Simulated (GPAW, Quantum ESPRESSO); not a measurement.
# Near-edge structure at the O K edge of Ti6O (P-31m), part 3 of 5

Aim: the O K edge of Ti6O (P-31m) by two routes, a Lanczos recursion (XSpectra) and a sum over empty bands (GPAW), to see which features are robust.

Quantum ESPRESSO 7.5 and GPAW 26.7.0; core-hole supercells, plane-wave PAW LDA.

So far. Step 2 (Ground state of the crystal (Quantum ESPRESSO)): The mesh shows no gap, so the system is treated as a metal and the core electron is put at the Fermi level (neutral cell). Step 3 (Spectrum without a core hole, O atom 7 (Quantum …): Main maxima below 24 eV (height): 2.4 eV (2.20), 3.6 eV (2.43), 10.8 eV (1.36), 15.2 eV (0.81), 18.7 eV (0.84) and 23.8 eV (0.84).

**8. Spectrum with XCH, O atom 7 (Quantum ESPRESSO)**

Level of this step: X-ray absorption near-edge structure, plane-wave PAW LDA, one-electron final states by a Lanczos continued fraction (Quantum ESPRESSO).

The Lanczos recursion gives the spectrum without computing empty bands; each polarisation needs a run of its own on the full k mesh. xe0 is set between filled and empty states, and states below it are cut, here at the Fermi level, which holds the excited electron. The file of filecore holds the core orbital, taken from the hole-free data set.

xspectra.in reads:

```
&input_xspectra
   calculation='xanes_dipole', edge='K'
   prefix='x', outdir='tmp', xiabs=2, xe0=13.3225
   xonly_plot=.false., x_save_file='xanes.sav'
   xniter=3000, xcheck_conv=20, xerror=0.005
   xcoordcrys=.false., xepsilon(1)=1, xepsilon(2)=0, xepsilon(3)=0
/
&plot
   xnepoint=413, xemin=-10, xemax=45, terminator=.true., cut_occ_states=.true.
   xgamma=0.4
/
&pseudos
   filecore='../O.wfc'
/
&cut_occ
   cut_desmooth=0.1, cut_stepl=0.05, cut_stepu=0.05, cut_ierror=1e-5
/
5 5 5 0 0 0
```

xspectra_1.in, as its differences from xspectra.in of step 8:

```diff
@@ -5,3 +5,3 @@
    xniter=3000, xcheck_conv=20, xerror=0.005
-   xcoordcrys=.false., xepsilon(1)=1, xepsilon(2)=0, xepsilon(3)=0
+   xcoordcrys=.false., xepsilon(1)=0, xepsilon(2)=0, xepsilon(3)=1
 /
```

Launch:

```
> OMP_NUM_THREADS=1 mpirun --oversubscribe --bind-to none -np 8 xspectra.x -nk 8 -in xspectra.in > xspectra.out
```

Numbers of over 12 decimals in the logs are rounded to 6 here.

Log:

```text
     [... banner and references ...]
Reading input_file

     calculation: xanes_dipole

     xepsilon  [cartesian coordinates]:   1.000000   0.000000   0.000000

     xonly_plot: FALSE
        => complete calculation: Lanczos + spectrum plot

     filecore (core-wavefunction file): ../O.wfc

     main plot parameters:
        cut_occ_states: TRUE
        gamma_mode:  constant
        -> using xgamma [eV]:  0.40
        xemin [eV]: -10.00
        xemax [eV]:  45.00
        xnepoint:  413
        xe0 [eV]:  13.322500 (energy zero read in input file)

     WARNING: variable ef_r is obsolete

                      Reading SCF save directory: x.save

     tmp/x.save/

     Exchange-correlation= PZ
                           (   1   1   0   0   0   0   0)

     G-vector sticks info

                           Getting the Fermi energy

     From SCF save directory:
        ehomo [eV]:   13.6802 (highest occupied level)
        elumo [eV]:   13.6878 (lowest occupied level)
        ef    [eV]:   13.6802

     -> ef (in eV) will be written in x_save_file

                           Energy zero of the spectrum

     -> ef will NOT be used as energy zero of the spectrum
       (because xe0 read in input file)

     G-vector sticks info

     bravais-lattice index     =            0
     lattice parameter (alat)  =      13.1990  a.u.
     unit-cell volume          =    2187.0643 (a.u.)^3
     number of atoms/cell      =           21
     number of atomic types    =            3
     number of electrons       =       235.00
     number of Kohn-Sham states=          146
     kinetic-energy cutoff     =      52.0000  Ry
     charge density cutoff     =     560.0000  Ry
     Exchange-correlation= PZ
                           (   1   1   0   0   0   0   0)

     celldm(1)=  13.198963  celldm(2)=   0.000000  celldm(3)=   0.000000
     celldm(4)=   0.000000  celldm(5)=   0.000000  celldm(6)=   0.000000

     crystal axes: (cart. coord. in units of alat)
               a(1) = (  -0.367237   0.636073   0.678637 )
               a(2) = (  -0.367237  -0.636073   0.678637 )
               a(3) = (   0.734474   0.000000   0.678637 )

     reciprocal axes: (cart. coord. in units 2 pi/alat)
               b(1) = ( -0.453840  0.786073  0.491181 )
               b(2) = ( -0.453840 -0.786073  0.491181 )
               b(3) = (  0.907679  0.000000  0.491181 )

     PseudoPot. #1 for Ti:     Pseudo is Projector augmented-wave + core cor, Zval = 12.0

     ../pp/O.lda-n-kjpaw-1sch.UPF
     Pseudo is Projector augmented-wave + core cor, Zval =  7.0
     Shape of augmentation charge: PSQ
     Using radial grid of 1095 points,  4 beta functions with:
                l(1) =   0
                l(2) =   0
                l(3) =   1
                l(4) =   1
     Q(r) pseudized with 0 coefficients

     ../pp/O.lda-n-kjpaw.UPF
     Pseudo is Projector augmented-wave + core cor, Zval =  6.0
     Shape of augmentation charge: PSQ
     Using radial grid of 1095 points,  4 beta functions with:
                l(1) =   0
                l(2) =   0
                l(3) =   1
                l(4) =   1
     Q(r) pseudized with 0 coefficients

     atomic species   valence    mass     pseudopotential
     Ti               12.00     1.00000     Ti( 1.00)
     O0                7.00     1.00000     O ( 1.00)
     O                 6.00     1.00000     O ( 1.00)

     12 Sym. Ops., with inversion, found

   Cartesian axes

     site n.     atom                  positions (alat units)
         1        Ti     tau(   1) = (   0.1222899   0.2118124   0.5089776  )
         2        Ti     tau(   2) = (   0.1222899   0.2118124   1.1876144  )
         3        Ti     tau(   3) = (  -0.2449471  -0.4242608   0.5089776  )
         4        Ti     tau(   4) = (   0.4898942   0.0000000   0.5089776  )
         5        Ti     tau(   5) = (  -0.2445798  -0.0000000   0.5089776  )
[...]
16        Ti     tau(  16) = (  -0.4898942   0.0000000   1.5269328  )
[...]
19        O0     tau(  19) = (   0.0000000   0.0000000   0.0000000  )
        20        O      tau(  20) = (  -0.0000000  -0.0000000   0.6786368  )
        21        O      tau(  21) = (  -0.0000000   0.0000000   1.3572736  )

     number of k points=   125  Marzari-Vanderbilt smearing, width (Ry)=  0.0150

     Number of k-points >= 100: set verbosity='high' to print them.

     Dense  grid:   489385 G-vectors     FFT dimensions: ( 100, 100, 100)

     Smooth grid:   110789 G-vectors     FFT dimensions: (  64,  64,  64)

     The potential is recalculated from file :
     tmp/x.save/charge-density

     Starting wfcs are  192 atomic wfcs
     Checking if some PAW data can be deallocated...

               Reading core wavefunction file for the absorbing atom

     ../O.wfc successfully read

                              Attributing the PAW radii
                     for the absorbing atom [units: Bohr radius]

        PAW proj 1: r_paw(l= 0)= 1.95  (1.5*r_cut)
        PAW proj 2: r_paw(l= 0)= 1.95  (1.5*r_cut)
        PAW proj 3: r_paw(l= 1)= 2.03  (1.5*r_cut)
        PAW proj 4: r_paw(l= 1)= 2.03  (1.5*r_cut)

        NB: The calculation will not necessary use all these r_paw values.
            - For a edge in the electric-dipole approximation,
              only the r_paw(l=1) values are used.
            - For a K edge in the electric-quadrupole approximation,
              only the r_paw(l=2) values are used.

            - For a L2 or L3 edge in the electric-quadrupole approximation,

              all projectors (s, p and d) are used.

     init_gipaw_1: projectors nearly linearly dependent:
     ntyp =  1, l/n1/n2 =  2 2 1  0.99072326

                          Starting XANES calculation
                     in the electric dipole approximation

     Method of calculation based on the Lanczos recursion algorithm
        - STEP 1: Construction of a kpoint-dependent Lanczos basis,
          in which the Hamiltonian is tridiagonal (each 'iter'
          corresponds to the calculation of one more Lanczos vector)
        - STEP 2: Calculation of the cross-section as a continued fraction
          averaged over the k-points.

     ... Begin STEP 1 ...

        Radial transition matrix element(s) used in the calculation of the
        initial vector of the Lanczos basis (|tilde{phi}_abs> normalized)
        | For PAW proj. (l=1) #1: radial matrix element =   0.161351071
        | For PAW proj. (l=1) #2: radial matrix element =   0.207521030

NB: the    16 k-point are not all listed below because npool=  8
        |-------------------------------------------------------------
        ! k-point #     1:  ( 0.0000,  0.0000,  0.0000),  0.0160,   1
        |-------------------------------------------------------------
 okvan= T
        |   Norm of the initial Lanczos vector: 0.11121225E+00
        |   Estimated error at iter     20:   1.00544958
        |   Estimated error at iter     40:   0.48861943
        |   Estimated error at iter     60:   0.11023624
        |   Estimated error at iter     80:   0.07937445
        |   Estimated error at iter    100:   0.10476931
[...]
!   => CONVERGED at iter    360 with error=  0.00226477
        |-------------------------------------------------------------
        ! k-point #     2:  ( 0.1815,  0.0000,  0.0982),  0.0160,   1
        |-------------------------------------------------------------
 okvan= T
        |   Norm of the initial Lanczos vector: 0.11120560E+00
[...]
!   => CONVERGED at iter    560 with error=  0.00274588
        |-------------------------------------------------------------
     [... 13 further k-points ...]
        ! k-point #    16:  (-0.2723, -0.4716,  0.2947),  0.0160,   1
        |-------------------------------------------------------------
 okvan= T
        |   Norm of the initial Lanczos vector: 0.11120330E+00
[...]
|   Estimated error at iter    460:   0.01167251
        |   Estimated error at iter    480:   0.00840633
        |   Estimated error at iter    500:   0.00539645
        !   => CONVERGED at iter    520 with error=  0.00441922

     Results of STEP 1 successfully written in x_save_file
     x_save_file name:
     ->  xanes.sav
     x_save_file version:  2

     ... End STEP 1 ...

     ... Begin STEP 2 ...

     The spectrum is calculated using the following parameters:
        xe0 [eV]:   13.3225
        the occupied states are elimintate from the spectrum
        xemin [eV]: -10.00
        xemax [eV]:  45.00
        xnepoint:  413
        constant broadening parameter [eV]:    0.400
        Core level energy [eV]:  -543.1
         (from electron binding energy of neutral atoms in X-ray data booklet)

     Cross-section successfully written in xanes.dat

     ... End STEP 2 ...

                                END JOB XSpectra
```

Wall time 6.8 min (8 MPI ranks of AMD EPYC 9B45 (Zen 5), shared host); peak memory 0.39 GiB; 55 min of CPU time.

The O K spectrum, O atom 7, excited-electron core hole (neutral cell) (energy from the energy zero of the input (xe0, at the border of filled and empty states); intensity scaled to a mean of 1 over the first 20 eV; the points at xe0, where the cut of filled states can leave a spike, are interpolated; polarised curves are means over the symmetry-equivalent atoms):

| E (eV) | isotropic | ε ⊥ c | ε ∥ c |
| --- | --- | --- | --- |
| -2.0 | 0.08 | 0.09 | 0.08 |
| -1.5 | 0.11 | 0.11 | 0.10 |
| -1.0 | 0.16 | 0.16 | 0.15 |
| -0.5 | 0.25 | 0.26 | 0.22 |
| 0.0 | 0.52 | 0.55 | 0.45 |
| 0.5 | 0.92 | 0.98 | 0.79 |
| 1.0 | 1.66 | 1.77 | 1.46 |
| 1.5 | 2.59 | 2.74 | 2.29 |
| 2.0 | 2.65 | 2.58 | 2.79 |
| 2.5 | 2.00 | 1.86 | 2.30 |
| 3.0 | 1.94 | 1.84 | 2.13 |
| 3.5 | 1.92 | 1.83 | 2.10 |
| 4.0 | 1.32 | 1.32 | 1.34 |
| 4.5 | 1.08 | 1.12 | 1.01 |
| 5.0 | 0.94 | 0.97 | 0.88 |
| 5.5 | 0.82 | 0.84 | 0.77 |
| 6.0 | 0.73 | 0.76 | 0.68 |
| 6.5 | 0.58 | 0.60 | 0.55 |
| 7.0 | 0.50 | 0.53 | 0.43 |
| 7.5 | 0.44 | 0.47 | 0.37 |
| 8.0 | 0.42 | 0.44 | 0.38 |
| 8.5 | 0.54 | 0.52 | 0.57 |
| 9.0 | 0.75 | 0.74 | 0.77 |
| 9.5 | 0.88 | 0.84 | 0.94 |
| 10.0 | 1.17 | 1.04 | 1.43 |
| 10.5 | 1.42 | 1.24 | 1.79 |
| 11.0 | 1.16 | 0.99 | 1.50 |
| 11.5 | 0.81 | 0.78 | 0.89 |
| 12.0 | 0.68 | 0.72 | 0.61 |
| 12.5 | 0.71 | 0.80 | 0.55 |
| 13.0 | 0.70 | 0.79 | 0.52 |
| 13.5 | 0.65 | 0.72 | 0.51 |
| 14.0 | 0.73 | 0.85 | 0.50 |
| 14.5 | 0.79 | 0.94 | 0.48 |
| 15.0 | 0.83 | 0.98 | 0.53 |
| 15.5 | 0.85 | 0.99 | 0.56 |
| 16.0 | 0.86 | 0.92 | 0.74 |
| 16.5 | 0.84 | 0.83 | 0.87 |
| 17.0 | 0.82 | 0.76 | 0.93 |
| 17.5 | 0.79 | 0.74 | 0.89 |
| 18.0 | 0.86 | 0.86 | 0.84 |
| 18.5 | 0.83 | 0.87 | 0.76 |
| 19.0 | 0.68 | 0.72 | 0.59 |
| 19.5 | 0.57 | 0.56 | 0.59 |
| 20.0 | 0.58 | 0.49 | 0.77 |
| 20.5 | 0.68 | 0.49 | 1.06 |
| 21.0 | 0.75 | 0.48 | 1.29 |
| 21.5 | 0.78 | 0.54 | 1.26 |
| 22.0 | 0.81 | 0.64 | 1.13 |
| 22.5 | 0.84 | 0.79 | 0.95 |
| 23.0 | 0.92 | 0.94 | 0.89 |
| 23.5 | 0.88 | 0.96 | 0.73 |
| 24.0 | 0.81 | 0.92 | 0.60 |
| 24.5 | 0.83 | 0.95 | 0.59 |
| 25.0 | 0.86 | 0.95 | 0.66 |
| 25.5 | 0.79 | 0.82 | 0.72 |
| 26.0 | 0.73 | 0.81 | 0.58 |
| 26.5 | 0.68 | 0.75 | 0.52 |
| 27.0 | 0.62 | 0.68 | 0.51 |
| 27.5 | 0.60 | 0.67 | 0.47 |
| 28.0 | 0.63 | 0.71 | 0.47 |
| 28.5 | 0.67 | 0.75 | 0.51 |
| 29.0 | 0.68 | 0.72 | 0.61 |
| 29.5 | 0.69 | 0.66 | 0.73 |
| 30.0 | 0.65 | 0.63 | 0.69 |
| 30.5 | 0.68 | 0.69 | 0.66 |
| 31.0 | 0.71 | 0.75 | 0.64 |
| 31.5 | 0.68 | 0.70 | 0.64 |
| 32.0 | 0.68 | 0.69 | 0.66 |

Main maxima below 24 eV (height): 1.7 eV (2.79), 3.2 eV (2.04), 10.6 eV (1.42), 15.9 eV (0.86), 18.2 eV (0.87) and 23.1 eV (0.93). 

The total-energy difference is 535.90 eV. One term is added: -8.83 eV, since the hole is spin-paired here and a spin-polarised one costs that much less in the free atom (computed apart). The photon energy is then 527.07 eV. The functional leaves an error in such absolute values: in the free atom LDA prices this hole 4.1 eV below PBE (computed apart), and PBE is itself good to a few eV.

**9. Another broadening**

The final state's lifetime shortens with energy, so measured features broaden above the edge; the saved Lanczos coefficients are redrawn with a width that grows.

xspectra_plot.in reads:

```
&input_xspectra
   calculation='xanes_dipole', edge='K'
   prefix='x', outdir='tmp', xiabs=2, xe0=13.3225
   xonly_plot=.true., x_save_file='xanes.sav'
   xniter=3000, xcheck_conv=20, xerror=0.005
   xcoordcrys=.false., xepsilon(1)=1, xepsilon(2)=0, xepsilon(3)=0
/
&plot
   xnepoint=413, xemin=-10, xemax=45, terminator=.true., cut_occ_states=.true.
   gamma_mode='variable', gamma_energy(1)=4, gamma_energy(2)=25, gamma_value(1)=0.3, gamma_value(2)=2.5
/
&pseudos
   filecore='../O.wfc'
/
&cut_occ
   cut_desmooth=0.1, cut_stepl=0.05, cut_stepu=0.05, cut_ierror=1e-5
/
5 5 5 0 0 0
```

Launch:

```
> OMP_NUM_THREADS=1 xspectra.x -in xspectra_plot.in > xspectra_plot.out
```

Log:

```text
     [... banner and references ...]
Reading input_file
     -------------------------------------------------------------------------

     calculation: xanes_dipole

     xonly_plot: TRUE
        => only the spectrum plot

     main plot parameters:
        cut_occ_states: TRUE
        gamma_mode:  variable
        -> first, constant up to point ( 4.00, 0.30) [eV]
        -> then, linear up to point (25.00, 2.50) [eV]
        -> finally, constant up to xemax
        xemin [eV]: -10.00
        xemax [eV]:  45.00
        xnepoint:  413
[...]
xemin [eV]: -10.00
        xemax [eV]:  45.00
        xnepoint:  413
        energy-dependent broadening parameter:
         -> first, constant up to point ( 4.00, 0.30) [eV]
         -> then, linear up to point (25.00, 2.50) [eV]
         -> finally, constant up to xemax
        Core level energy [eV]:  -543.1
         (from electron binding energy of neutral atoms in X-ray data booklet)

     Cross-section successfully written in xanes.dat

     -------------------------------------------------------------------------
                                END JOB XSpectra
     -------------------------------------------------------------------------
[key lines of the parts left out:]
Fermi level [eV]:  13.6802
```

The job ended after 3.4 s (1 MPI rank; peak memory 0.05 GiB).

With a Lorentzian half width 0.3 eV up to 4 eV, rising linearly to 2.5 eV at 25 eV, the maxima are 1.7 eV (3.05), 3.3 eV (2.18) and 10.4 eV (1.06).

**10. The field without a hole (GPAW)**

The second program starts from its own ground state, on the same cell and functional.

scf.py reads:

```python
import numpy as np
from ase import Atoms
from ase.parallel import parprint, paropen
from gpaw import GPAW, PW, FermiDirac, Mixer, MixerDif, setup_paths
from gpaw.test import gen
setup_paths.insert(0, '.')
gen('O', name='nch1s', xcname='LDA', corehole=(1, 0, 0), write_xml=True)
from gpaw.mpi import world
world.barrier()

atoms = Atoms('Ti6O',
    cell=[[5.13, 0, 0],
     [-2.565, 4.44271032, 0],
     [0, 0, 4.74]],
    scaled_positions=[[0.333, 0.333, 0.75],
     [0.667, 0, 0.75],
     [0, 0.667, 0.75],
     [0.667, 0.667, 0.25],
     [0, 0.333, 0.25],
     [0.333, 0, 0.25],
     [0, 0, 0]],
    pbc=True)
atoms.calc = calc = GPAW(legacy_gpaw=True, mode=PW(500, force_complex_dtype=True), xc='LDA', setups={6: 'nch1s'},
    kpts={'size': (6, 6, 5), 'gamma': True}, occupations=FermiDirac(0.05),
    charge=0, mixer=Mixer(0.1, 5, 50), maxiter=150,
    convergence={'density': 0.0001, 'eigenstates': 1e-6}, txt='scf.txt')
energy = atoms.get_potential_energy() + calc.get_reference_energy()
ef = calc.get_fermi_level()
out = dict(energy=energy, fermi=ef, forces=atoms.get_forces().tolist())
parprint(f'all-electron energy {energy:.4f} eV, Fermi level {ef:.4f} eV')
ev = np.array([[calc.get_eigenvalues(k, s) for k in range(len(calc.get_ibz_k_points()))] for s in range(calc.get_number_of_spins())])
out['homo'], out['lumo'], out['counts'] = ev[ev < ef].max(), ev[ev > ef].min(), sorted(set((ev < ef).sum((0, 2)).tolist()))
out['filled'] = (ev[:, 0] < ef).sum(1).tolist()
import json
with paropen('out.json', 'w') as f:
    json.dump(out, f)
```

Launch:

```
> OMP_NUM_THREADS=1 mpirun -n 8 gpaw python scf.py
```

Log:

```text
Input parameters:
  convergence: {density: 0.0001,
                eigenstates: 1e-06}
  kpts: {gamma: True,
         size: (6, 6, 5)}
  maxiter: 150
  mixer: {backend: pulay,
          beta: 0.1,
          method: separate,
          nmaxold: 5,
          weight: 50}
  mode: {ecut: 500.0,
         force_complex_dtype: True,
         name: pw}
  occupations: {fixmagmom: False,
                name: fermi-dirac,
[...]
2s(2) :    -0.872866     1.079797
*s    :     0.127134
2p(4) :    -0.337925     0.876472
*p    :     0.662075
*d    :     0.000000
--------------------------------

Diagonalizing with gridspacing h=0.050

state   all-electron     PAW
-------------------------------
2s:      -0.872866    -0.873954
2p:      -0.337925    -0.341740
*d:                    0.050276
*f:                    0.077289
-------------------------------
all-electron energy -141127.6561 eV, Fermi level 8.4408 eV
[key lines of the parts left out:]
Converged after 45 iterations.
Dipole moment: (0.000000, -0.000000, 0.000000) |e|*Ang
Free energy:    -56.078560
Fermi level: 8.44077
```

It took 26 s on 8 MPI ranks; peak memory 0.24 GiB; 3.5 min of CPU time.

The mesh shows no gap, so the system is treated as a metal and the core electron is put at the Fermi level (neutral cell).

(Part 3 of 5 ends here.)

[Banner, clock and machine lines of the logs are left out without a mark of their own.]

[Logs are printed without paths, hosts, clocks, repeated set-up lines and the standing remarks that a program may print on its own settings, such as how far it seeks lower states.]

[Hosts, paths, dates, database ids (printed as entryN), source tags and the programs' standing remarks are cut or masked in the printed files.]

[Lists of maxima count a maximum above −3 eV only where it reaches 4 % of the highest in the window and stands out from its surroundings by 2 % of it (1.5 % where it reaches 55 %); shoulders and weaker maxima are passed over, and of the rest the first, up to two pre-edge ones and the few strongest are named.]
